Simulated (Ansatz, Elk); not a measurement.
# ZnAg2GeSe4: X-ray structure factors from the self-consistent density

The structure of ZnAg2GeSe4 used here is made up (a known structure type with other elements) and was relaxed beforehand with PBE. The aim is the Fourier transform of its all-electron density, F(hkl), set beside the sum over free spherical atoms that refinements use.

Calculated with Elk 11.2.3 (patched build); DFT, PBE, all-electron APW+lo, Dirac cores, scalar-relativistic bands, static density, no spin.

The structure was built from a prototype and need not be the compound's stable phase.

**1. The starting structure**

It takes space group I-42m (No. 121, tetragonal). The conventional cell has a = 7.615 Å, b = 7.615 Å, c = 6.460 Å, α = 90.00°, β = 90.00°, γ = 90.00°. Ag has 4 Se at 2.82 Å nearest. Nearest to Se lie 1 Ge at 2.41 Å and 1 Zn at 2.51 Å and 2 Ag at 2.82 Å. Nearest to Ge lie 4 Se at 2.41 Å. Zn has 4 Se at 2.51 Å nearest. Farther neighbours and most contacts between anions are not listed.

As a file:

```cif
data_structure
_symmetry_space_group_name_H-M 'P 1'
_symmetry_Int_Tables_number 1
_cell_length_a 6.2790
_cell_length_b 6.2790
_cell_length_c 6.2790
_cell_angle_alpha 105.345
_cell_angle_beta 105.345
_cell_angle_gamma 118.083
_cell_volume 187.29
loop_
_atom_site_label
_atom_site_type_symbol
_atom_site_fract_x
_atom_site_fract_y
_atom_site_fract_z
_atom_site_occupancy
Ag1 Ag 0.25000 0.75000 0.50000 1
Ag2 Ag 0.75000 0.25000 0.50000 1
Se3 Se 0.91016 0.56533 0.00000 1
Se4 Se 0.08984 0.08984 0.65517 1
Se5 Se 0.56533 0.91016 0.00000 1
Se6 Se 0.43467 0.43467 0.34483 1
Ge7 Ge 0.50000 0.50000 0.00000 1
Zn8 Zn 0.00000 0.00000 0.00000 1
```

**2. Ground state and structure factors**

An all-electron density is needed, since X-rays see the cores too. Task 0 finds the density and task 195 Fourier-transforms it; tshift is off so that phases refer to the origin typed.

File elk.in:

```
tasks
  0
  195

xctype
  20

spinpol
  .false.

rgkmax
  7.0

gmaxvr
  14.0

lmaxo
  7

lmaxapw
  8

swidth
  0.002

tshift
  .false.

ramdisk
  .false.

hmaxvr
  5.5

maxscl
  120

epspot
  1e-06

sppath
  './'

avec
  -7.19489945862 7.19489945862 6.10385055299
  7.19489945862 -7.19489945862 6.10385055299
  7.19489945862 7.19489945862 -6.10385055299

atoms
  4
  'Ag.in'
  2
  0.2500000000 0.7500000000 0.5000000000   0.000000 0.000000 0.000000
  0.7500000000 0.2500000000 0.5000000000   0.000000 0.000000 0.000000
  'Se.in'
  4
  0.9101582989 0.5653314767 -0.0000000000   0.000000 0.000000 0.000000
  0.0898417011 0.0898417011 0.6551731777   0.000000 0.000000 0.000000
  0.5653314767 0.9101582989 0.0000000000   0.000000 0.000000 0.000000
  0.4346685233 0.4346685233 0.3448268223   0.000000 0.000000 0.000000
  'Ge.in'
  1
  0.5000000000 0.5000000000 0.0000000000   0.000000 0.000000 0.000000
  'Zn.in'
  1
  0.0000000000 0.0000000000 0.0000000000   0.000000 0.000000 0.000000

ngridk
  5 5 5
```

Launch:

```
> OMP_NUM_THREADS=4 elk
```

Numbers of over 12 decimals in the logs are rounded to 6 here.

Log:

```text
┌─────────────────────────┐
│ Elk code version 11.2.3 │
└─────────────────────────┘

All units are atomic (Hartree, Bohr, etc.)

┌─────────────────────────────────────────────────┐
│ Ground-state run starting from atomic densities │
└─────────────────────────────────────────────────┘

Lattice vectors :
  -7.194899459       7.194899459       6.103850553
   7.194899459      -7.194899459       6.103850553
   7.194899459       7.194899459      -6.103850553

Reciprocal lattice vectors :
  0.1102661922E-16  0.4366416337      0.5146902969
  0.4366416337      0.1102661922E-16  0.5146902969
  0.4366416337      0.4366416337      0.5570902242E-17

Unit cell volume      :    1263.901828
Brillouin zone volume :   0.1962575003

Muffin-tin inner radius fraction :   0.1000000000E-01

Nuclei treated as point charges

Species : 1 (Ag)
 parameters loaded from : Ag.in
 name : silver
 nuclear charge    :   -47.00000000
 electronic charge :    47.00000000
 atomic mass :    196631.6998
 muffin-tin radius :    2.600000000
 number of radial points in muffin-tin :   1193
 inner part over the whole radius :   0.9869554211E-02
 number on inner part of muffin-tin    :    849
 approximate nuclear radius :   0.8648227117E-04
 number of mesh points to nuclear radius :    425
 atomic positions (lattice), magnetic fields (Cartesian) :
  1 :   0.25000000  0.75000000  0.50000000    0.00000000  0.00000000  0.00000000
  2 :   0.75000000  0.25000000  0.50000000    0.00000000  0.00000000  0.00000000

Species : 2 (Se)
 parameters loaded from : Se.in
 name : selenium
 nuclear charge    :   -34.00000000
 electronic charge :    34.00000000
 atomic mass :    143935.2749
 muffin-tin radius :    2.251736615
 number of radial points in muffin-tin :    993
 inner part over the whole radius :   0.9847277281E-02
 number on inner part of muffin-tin    :    701
 approximate nuclear radius :   0.7785908700E-04
 number of mesh points to nuclear radius :    344
 atomic positions (lattice), magnetic fields (Cartesian) :
  1 :   0.91015830  0.56533148  0.00000000    0.00000000  0.00000000  0.00000000
  2 :   0.08984170  0.08984170  0.65517318    0.00000000  0.00000000  0.00000000
  3 :   0.56533148  0.91015830  0.00000000    0.00000000  0.00000000  0.00000000
  4 :   0.43466852  0.43466852  0.34482682    0.00000000  0.00000000  0.00000000

Species : 3 (Ge)
 parameters loaded from : Ge.in
 name : germanium
 nuclear charge    :   -32.00000000
 electronic charge :    32.00000000
 atomic mass :    132414.6196
 muffin-tin radius :    2.251736615
 number of radial points in muffin-tin :    993
 inner part over the whole radius :   0.9935531727E-02
 number on inner part of muffin-tin    :    701
 approximate nuclear radius :   0.7637961215E-04
 number of mesh points to nuclear radius :    341
 atomic positions (lattice), magnetic fields (Cartesian) :
  1 :   0.50000000  0.50000000  0.00000000    0.00000000  0.00000000  0.00000000

Species : 4 (Zn)
 parameters loaded from : Zn.in
 name : zinc
 nuclear charge    :   -30.00000000
 electronic charge :    30.00000000
 atomic mass :    119233.3130
 muffin-tin radius :    2.400000000
 number of radial points in muffin-tin :    993
 inner part over the whole radius :   0.9843840322E-02
 number on inner part of muffin-tin    :    701
 approximate nuclear radius :   0.7484757725E-04
 number of mesh points to nuclear radius :    337
 atomic positions (lattice), magnetic fields (Cartesian) :
  1 :   0.00000000  0.00000000  0.00000000    0.00000000  0.00000000  0.00000000

Total number of atoms per unit cell :    8
Total muffin-tin volume :    444.2677009
 ratio of muffin-tin to unit cell volume :   0.3515049119

Spin treatment :
 spin-unpolarised

Number of Bravais lattice symmetries :   16
Number of crystal symmetries         :    8
Crystal has no inversion symmetry
Complex Hermitian eigensolver will be used

k-point grid :      5     5     5
k-point offset :    0.000000000       0.000000000       0.000000000
[...]
Density of states at Fermi energy :    9.185616713
 (states/Hartree/unit cell)

Estimated indirect band gap :   0.5515275261E-02
 from k-point 20 to k-point 23
Estimated direct band gap   :   0.1574316996E-01
 at k-point 22

Charges :
 core                        :    158.0000000
 valence                     :    134.0000000
 interstitial                :    13.44690399
 muffin-tins (core leakage)
  species : 1 (Ag)
[...]
species : 2 (Se)
[...]
species : 3 (Ge)
[...]
species : 4 (Zn)
[...]
total in muffin-tins        :    278.5530960
 total calculated charge     :    291.9976741
 total charge                :    292.0000000
 error                       :   0.2325861384E-02

RMS change in Kohn-Sham potential (target) :   0.1541839776     (  0.1000000000E-05)
Absolute change in total energy (target)   :   0.3582909558     (  0.1000000000E-03)

[... loops 3 to 14 left out ...]

┌──────────────────┐
│ Loop number : 15 │
└──────────────────┘

Energies :
 Fermi                       :     0.179715
 sum of occupied eigenvalues :     -14242.191411277
 electron kinetic            :      25052.185866594
 core electron kinetic       :      23455.541328483
 Coulomb                     :     -48500.411605880
 Coulomb potential           :     -38249.094998736
 nuclear-nuclear             :     -2790.8722236559
 electron-nuclear            :     -53227.918724976
 Hartree                     :      7518.3793427517
 Madelung                    :     -29375.864106512
 xc potential                :     -1045.2822791362
 exchange                    :     -787.87211528614
 correlation                 :     -14.710935531695
 electron entropic           :    -0.11941450551854E-03
 total energy                :     -24250.808909518

Density of states at Fermi energy :    8.106977293
 (states/Hartree/unit cell)

Estimated indirect band gap :   0.6486919178E-02
 from k-point 20 to k-point 23
Estimated direct band gap   :   0.1491661718E-01
 at k-point 20

Charges :
 core                        :    158.0000000
 valence                     :    134.0000000
 interstitial                :    13.21802206
 muffin-tins (core leakage)
  species : 1 (Ag)
[...]
species : 2 (Se)
[...]
species : 3 (Ge)
[...]
species : 4 (Zn)
[...]
total in muffin-tins        :    278.7819779
 total calculated charge     :    291.9976958
 total charge                :    292.0000000
 error                       :   0.2304201216E-02

RMS change in Kohn-Sham potential (target) :   0.2054229045E-06 (  0.1000000000E-05)
Absolute change in total energy (target)   :   0.9654323731E-04 (  0.1000000000E-03)

Convergence targets achieved

┌──────────────────┐
│ Loop number : 16 │
└──────────────────┘

Energies :
 Fermi                       :     0.179715
 sum of occupied eigenvalues :     -14242.191448762
 electron kinetic            :      25052.185826450
 core electron kinetic       :      23455.541305751
 Coulomb                     :     -48500.411610749
 Coulomb potential           :     -38249.094999168
 nuclear-nuclear             :     -2790.8722236559
 electron-nuclear            :     -53227.918732873
 Hartree                     :      7518.3793457801
 Madelung                    :     -29375.864111165
 xc potential                :     -1045.2822760449
 exchange                    :     -787.87211539004
 correlation                 :     -14.710935573211
 electron entropic           :    -0.11941479427478E-03
 total energy                :     -24250.808954676

Density of states at Fermi energy :    8.106996589
 (states/Hartree/unit cell)

Estimated indirect band gap :   0.6486921577E-02
 from k-point 20 to k-point 23
Estimated direct band gap   :   0.1491660641E-01
 at k-point 20

Charges :
 core                        :    158.0000000
 valence                     :    134.0000000
 interstitial                :    13.21802212
 muffin-tins (core leakage)
  species : 1 (Ag)
[...]
species : 2 (Se)
[...]
atom 4                    :    32.03886582     (  0.1534375894E-03)
  species : 3 (Ge)
   atom 1                    :    30.13921805     (  0.7717327892E-03)
  species : 4 (Zn)
   atom 1                    :    28.88204070     (  0.8131942630E-04)
 total in muffin-tins        :    278.7819779
 total calculated charge     :    291.9976958
 total charge                :    292.0000000
 error                       :   0.2304201959E-02

┌──────────────────────────────┐
│ Self-consistent loop stopped │
└──────────────────────────────┘

Warning : core states of species 2 leak from the muffin-tin :   0.1534375894E-03

Warning : core states of species 3 leak from the muffin-tin :   0.7717327892E-03

Wrote STATE.OUT
```

It took 56 s on 4 threads of AMD EPYC 9R45 (Zen 5), shared host; peak memory 0.39 GiB; 2.9 min of CPU time.

SFACRHO.OUT:

```text

h k l indices transformed by vhmat matrix:
   1.000000000       0.000000000       0.000000000    
   0.000000000       1.000000000       0.000000000    
   0.000000000       0.000000000       1.000000000    

      h      k      l  multipl.   |H|            Re(F)            Im(F)           |F|

      0      0      0      1   0.0000000       292.00000      0.80925023E-15   292.00000    
     -1      1      0      4  0.61750452      -2.6706547      0.10923385E-13   2.6706547    
      1      0     -1      8  0.67495335      -6.1477261     -0.31752906E-07   6.1477261    
     -1      1      1      4  0.87328327       71.732171      0.37699149E-10   71.732171    
      1      1     -1      2   1.0293806      -143.39328     -0.42907915E-10   143.39328    
     -2      1      1      8   1.1037145      0.87673855      -83.329968       83.334580    
     -1      2     -1      8   1.1037145      0.87673855       83.329968       83.334580    
      1      1     -2      4   1.2003900       105.38388       13.521960       106.24785    
      2      0     -1      4   1.2003900       105.38388      -13.521960       106.24785    
      2     -2      0      4   1.2350090       163.08529     -0.12686668E-13   163.08529    
      0      2     -2      8   1.3499067       33.352780      0.83635290E-08   33.352780    
     -2      2      1      8   1.3807821      -75.587294      0.30130598E-10   75.587294    
     -1      2      1      8   1.4074123       6.6894086      0.33519169E-08   6.6894086    
     -2     -1      1      8   1.6046217       9.3642628      0.27235637E-07   9.3642628    
      3     -1     -1      4   1.6077536      -55.982980      -10.572898       56.972626    
     -3      1      1      4   1.6077536      -55.982980       10.572898       56.972626    
     -3      2      0      8   1.6563312      -5.7169919       8.7817036       10.478660    
      0     -1     -2      8   1.6563312      -5.7169919      -8.7817037       10.478660
```

Elk indexes on the primitive cell of elk.in and gives |H| = 4π sin θ/λ in inverse bohr. Below, one row stands for each form hkl of the conventional cell (m members, Friedel mates merged), F is for one primitive cell and the density is static (no thermal factor). Free-atom factors are Waasmaier and Kirfel's, and R is Σm||F|−|F'||/Σm|F|.

| hkl | m | sin θ/λ (Å⁻¹) | abs F, DFT | neutral atoms | diff. | abs of complex diff. |
| --- | --- | --- | --- | --- | --- | --- |
| 110 | 4 | 0.093 | 2.671 | 2.770 | -0.099 | 0.099 |
| 101 | 8 | 0.102 | 6.148 | 6.129 | +0.019 | 0.019 |
| 200 | 4 | 0.131 | 71.732 | 72.128 | -0.396 | 0.396 |
| 002 | 2 | 0.155 | 143.393 | 142.942 | +0.451 | 0.451 |
| 211 | 16 | 0.166 | 83.335 | 82.946 | +0.388 | 0.401 |
| 112 | 8 | 0.180 | 106.248 | 106.673 | -0.425 | 0.502 |
| 220 | 4 | 0.186 | 163.085 | 163.643 | -0.558 | 0.558 |
| 202 | 8 | 0.203 | 33.353 | 33.182 | +0.171 | 0.171 |
| 310 | 8 | 0.208 | 75.587 | 75.721 | -0.134 | 0.134 |
| 301 | 8 | 0.212 | 6.689 | 6.820 | -0.130 | 0.130 |
| 103 | 8 | 0.241 | 9.364 | 9.560 | -0.195 | 0.195 |
| 222 | 8 | 0.242 | 56.973 | 56.974 | -0.002 | 0.065 |
| 321 | 16 | 0.249 | 10.479 | 10.552 | -0.074 | 0.185 |
| 312 | 16 | 0.259 | 159.837 | 160.452 | -0.615 | 0.624 |
| 400 | 4 | 0.263 | 77.504 | 77.995 | -0.490 | 0.490 |
| 213 | 16 | 0.275 | 68.827 | 69.097 | -0.271 | 0.282 |
| 330 | 4 | 0.279 | 71.576 | 72.077 | -0.501 | 0.501 |
| 411 | 16 | 0.282 | 77.888 | 78.245 | -0.357 | 0.364 |
| 420 | 8 | 0.294 | 128.043 | 128.346 | -0.303 | 0.303 |
| 303 | 8 | 0.304 | 22.430 | 22.513 | -0.083 | 0.083 |
| 402 | 8 | 0.305 | 11.788 | 12.093 | -0.305 | 0.305 |
| 004 | 2 | 0.310 | 193.113 | 193.707 | -0.594 | 0.594 |

**3. The highest occupied states alone**

An energy window below the Fermi level keeps the highest occupied states, to see at which angles they scatter; shallow core shells can lie inside it and anion s states outside. No new self-consistency is needed.

elk.in: that of step 2 with these lines changed.

```diff
@@ -1,3 +1,2 @@
 tasks
-  0
   195
@@ -40,2 +39,5 @@
 
+wsfac
+  -0.187780 0.479710
+
 sppath
```

Launch:

```
> OMP_NUM_THREADS=4 elk
```

Log:

```text
┌─────────────────────────────────┐
│ Elk code version 11.2.3 started │
└─────────────────────────────────┘

Info(readinput): the functional depends on the density's gradient
 muffin-tin radial points multiplied by    2.00000
 (not where nrmtscf is given)

┌────────────────────┐
│ Current task : 195 │
└────────────────────┘
Info(checkmt): changed muffin-tin radius of species 2 (Se) from   2.4000 to   2.2517
Info(checkmt): changed muffin-tin radius of species 3 (Ge) from   2.4000 to   2.2517

Info(sfacrho): density structure factors written to SFACRHO.OUT

 Energy window :  -0.1877800000      0.4797100000

┌──────────────────┐
│ Elk code stopped │
└──────────────────┘
```

Elapsed: 13 s, on 4 threads; peak memory 0.26 GiB; 17 s of CPU time.

States within 10 eV below the Fermi level hold 53.99 electrons; any levels below the window count with the cores. Their amplitudes can exceed the total, where window and core parts have opposite phase:

| hkl | sin θ/λ (Å⁻¹) | abs F, window | abs F, all |
| --- | --- | --- | --- |
| 110 | 0.093 | 3.179 | 2.671 |
| 101 | 0.102 | 7.919 | 6.148 |
| 200 | 0.131 | 20.651 | 71.732 |
| 002 | 0.155 | 10.111 | 143.393 |
| 211 | 0.166 | 8.613 | 83.335 |
| 112 | 0.180 | 19.279 | 106.248 |
| 220 | 0.186 | 20.752 | 163.085 |
| 202 | 0.203 | 0.236 | 33.353 |
| 310 | 0.208 | 2.978 | 75.587 |
| 301 | 0.212 | 6.991 | 6.689 |

(Continued in part 2 of 2.)

[Logs are printed without paths, hosts, clocks, repeated set-up lines and the standing remarks that a program may print on its own settings, such as how far it seeks lower states.]

[Hosts, paths, dates, database ids (printed as entryN), source tags and the programs' standing remarks are cut or masked in the printed files.]
